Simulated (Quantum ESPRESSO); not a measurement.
## Magnetic state of Fe2As from several starts

Wanted: the moments of Fe2As and the energy of each order that was tried.

Calculated with Quantum ESPRESSO 7.5; LDA; plane waves with GBRV 1.5 LDA potentials, no spin-orbit coupling.

This is a report of a sequence of runs, with most program output left out.

The database entry behind the starting cell is an old determination (1935), so it need not match the best structure at ambient conditions.

## 1. The starting structure

The structure is tetragonal, space group P4/nmm (No. 129). The conventional cell has a = 3.627 Å, b = 3.627 Å, c = 5.973 Å, α = 90.00°, β = 90.00°, γ = 90.00°. Fe has 4 As at 2.41 Å and 8 Fe at 2.56 to 2.68 Å nearest. Fe has 5 As at 2.42 to 2.59 Å and 4 Fe at 2.68 Å nearest. Nearest to As lie 9 Fe at 2.41 to 2.59 Å. Farther neighbours are not listed.

The cell comes from the Crystallography Open Database.

## 2. Run 1 (ferro ++++)

The signs are those of the starting moments on the seeded atoms, the atoms that are given a moment.

Input file pw.in:

```
&CONTROL
  calculation = 'scf'
  prefix = 'pwscf'
  outdir = './tmp'
  pseudo_dir = './pseudo'
  disk_io = 'nowf'
/
&SYSTEM
  ibrav = 0
  celldm(1) = 8
  nat = 6
  ntyp = 2
  ecutwfc = 40
  ecutrho = 280
  nbnd = 54
  occupations = 'smearing'
  smearing = 'fd'
  degauss = 0.00734986
  nspin = 2
  starting_magnetization(1) = 0.175
  starting_magnetization(2) = 0
/
&ELECTRONS
  conv_thr = 1.2d-08
  electron_maxstep = 150
  mixing_beta = 0.3
/
ATOMIC_SPECIES
Fe     55.8450 fe_lda_v1.5.uspp.F.UPF
As     74.9216 as_lda_v1.uspp.F.UPF
CELL_PARAMETERS alat
   0.8567545817522    0.0000000000000    0.0000000000000
   0.0000000000000    0.8567545817522    0.0000000000000
   0.0000000000000    0.0000000000000    1.4109167677987
ATOMIC_POSITIONS crystal
Fe      0.0000000000    0.0000000000    0.0000000000
Fe      0.5000000000    0.5000000000    0.0000000000
Fe      0.0000000000    0.5000000000    0.3300000000
Fe      0.5000000000    0.0000000000    0.6700000000
As      0.0000000000    0.5000000000    0.7350000000
As      0.5000000000    0.0000000000    0.2650000000
K_POINTS automatic
8 8 4 0 0 0
```

Started as:

```sh
$ OMP_NUM_THREADS=1 mpirun -n 4 pw.x -nk 4 -in pw.in > pw.out
```

Elapsed: 73 s, on 4 MPI ranks of Intel Xeon Platinum 8488C (Sapphire Rapids), shared host; peak memory 0.62 GiB.

Spin moment in the atom's sphere by atom:

```tsv
atom	spin moment in the atom's sphere (μB)
Fe1	1.04
Fe2	1.04
Fe3	2.22
Fe4	2.22
As5	-0.05
As6	-0.05
```

This step gave:

```
smearing term TS       : 0.2165 eV
magnetization          : 6.427 μB
absolute magnetization : 6.945 μB
final state            : ferromagnetic
```

## 3. Run 2, typed as antiferro ++−−

Input file pw.in:

```
&CONTROL
  calculation = 'scf'
  prefix = 'pwscf'
  outdir = './tmp'
  pseudo_dir = './pseudo'
  disk_io = 'nowf'
/
&SYSTEM
  ibrav = 0
  celldm(1) = 8
  nat = 6
  ntyp = 3
  ecutwfc = 40
  ecutrho = 280
  nbnd = 48
  occupations = 'smearing'
  smearing = 'fd'
  degauss = 0.00734986
  nspin = 2
  starting_magnetization(1) = 0.175
  starting_magnetization(2) = -0.175
  starting_magnetization(3) = 0
/
&ELECTRONS
  conv_thr = 1.2d-08
  electron_maxstep = 150
  mixing_beta = 0.3
/
ATOMIC_SPECIES
Fe1    55.8450 fe_lda_v1.5.uspp.F.UPF
Fe2    55.8450 fe_lda_v1.5.uspp.F.UPF
As     74.9216 as_lda_v1.uspp.F.UPF
CELL_PARAMETERS alat
   0.8567545817522    0.0000000000000    0.0000000000000
   0.0000000000000    0.8567545817522    0.0000000000000
   0.0000000000000    0.0000000000000    1.4109167677987
ATOMIC_POSITIONS crystal
Fe1     0.0000000000    0.0000000000    0.0000000000
Fe1     0.5000000000    0.5000000000    0.0000000000
Fe2     0.0000000000    0.5000000000    0.3300000000
Fe2     0.5000000000    0.0000000000    0.6700000000
As      0.0000000000    0.5000000000    0.7350000000
As      0.5000000000    0.0000000000    0.2650000000
K_POINTS automatic
8 8 4 0 0 0
```

The job ended after 11 min (4 MPI ranks; peak memory 0.61 GiB).

Residual by cycle:

cycle, log10 residual and a bar from the least value:
```
        1        2.0 ##############################
       15       -1.8 
       28       -0.3 ############
       42        0.0 ##############
       55       -1.8 
       69       -0.4 ###########
       82       -0.1 ##############
       96       -1.0 #######
      109       -0.2 #############
      123       -1.0 ######
      136        0.0 ##############
      150       -0.7 #########
```

The run stopped without converging, so none of its numbers is a property of the system.

After 150 cycles the residual stands at 0.18, against 0.18 at cycle 76 and a least value of 0.011. The cap of 150 cycles in the input ended the loop.

## 4. Run 3 (antiferro +−+−)

Changes to pw.in since step 3:

```diff
@@ -38,4 +38,4 @@
 Fe1     0.0000000000    0.0000000000    0.0000000000
-Fe1     0.5000000000    0.5000000000    0.0000000000
-Fe2     0.0000000000    0.5000000000    0.3300000000
+Fe2     0.5000000000    0.5000000000    0.0000000000
+Fe1     0.0000000000    0.5000000000    0.3300000000
 Fe2     0.5000000000    0.0000000000    0.6700000000
```

Wall time 3.3 min (4 MPI ranks); peak memory 0.71 GiB; 13 min of CPU time.

Spin moment in the atom's sphere by atom:

```tsv
atom	spin moment in the atom's sphere (μB)
Fe1	0.00
Fe2	-0.01
Fe3	2.13
Fe4	-2.13
As5	-0.01
As6	0.01
```

Numbers from this step:

* smearing term TS: 0.3334 eV
* magnetization: 0 μB
* absolute magnetization: 4.788 μB
* final state: antiferromagnetic

The typed signs were not kept.

## 5. Start 4: no spin polarisation

Input file pw.in:

```
&CONTROL
  calculation = 'scf'
  prefix = 'pwscf'
  outdir = './tmp'
  pseudo_dir = './pseudo'
  disk_io = 'nowf'
/
&SYSTEM
  ibrav = 0
  celldm(1) = 8
  nat = 6
  ntyp = 2
  ecutwfc = 40
  ecutrho = 280
  nbnd = 48
  occupations = 'smearing'
  smearing = 'fd'
  degauss = 0.00734986
/
&ELECTRONS
  conv_thr = 1.2d-08
  electron_maxstep = 150
  mixing_beta = 0.3
/
ATOMIC_SPECIES
Fe     55.8450 fe_lda_v1.5.uspp.F.UPF
As     74.9216 as_lda_v1.uspp.F.UPF
CELL_PARAMETERS alat
   0.8567545817522    0.0000000000000    0.0000000000000
   0.0000000000000    0.8567545817522    0.0000000000000
   0.0000000000000    0.0000000000000    1.4109167677987
ATOMIC_POSITIONS crystal
Fe      0.0000000000    0.0000000000    0.0000000000
Fe      0.5000000000    0.5000000000    0.0000000000
Fe      0.0000000000    0.5000000000    0.3300000000
Fe      0.5000000000    0.0000000000    0.6700000000
As      0.0000000000    0.5000000000    0.7350000000
As      0.5000000000    0.0000000000    0.2650000000
K_POINTS automatic
8 8 4 0 0 0
```

Elapsed: 28 s, on 4 MPI ranks; peak memory 0.49 GiB.

Numbers from this step:

```yaml
smearing_term_ts: 0.4208 eV
final_state: non-magnetic (no spin polarisation)
```

## 6. Ranking

An order is kept where moments of 0.15 μB or more survive with the typed signs; meshes match where a doubled cell samples the same k points as the first cell.

Orders:

```tsv
start	final state	typed order kept	energy over the lowest (meV a seeded atom)	largest site moment (μB)	net moment (μB a cell of the first run)	mesh matched	CPU time (s)
ferro ++++	ferromagnetic	yes	0	2.217	6.427	yes	291.7
antiferro +-+-	antiferromagnetic	no	91.37	2.129	0.002585	yes	799
no spin polarisation	non-magnetic	-	178.8	0	0	yes	110.5
```

## 7. Outcome

| Item | Value |
| --- | --- |
| lowest state found | ferromagnetic (from ferro ++++) |
| largest site moment | 2.22 μB |
| next state with moments | antiferromagnetic, 91.4 meV a seeded atom higher |
| state without moments | 179 meV a seeded atom higher |

1 start left the typed signs, so such an energy belongs to the state reached, not the one typed. Only these 3 starts were compared; other wavevectors, canted and longer-period orders were not. 1 further start did not converge. Energies are free energies at an electronic temperature of 1160 K, which lowers moments and differences where the moments are itinerant.

[Logs and program files are shortened in this print: banners, set-up blocks, solver, clock and traceback lines can be left out without a mark of their own.]

[Logs are printed without paths, hosts, clocks, repeated set-up lines and the standing remarks that a program may print on its own settings, such as how far it seeks lower states.]

[Hosts, paths, dates, database ids (printed as entryN), source tags and the programs' standing remarks are cut or masked in the printed files.]

[Where a cell is said to come from a database of computed structures, the database is the Materials Project.]
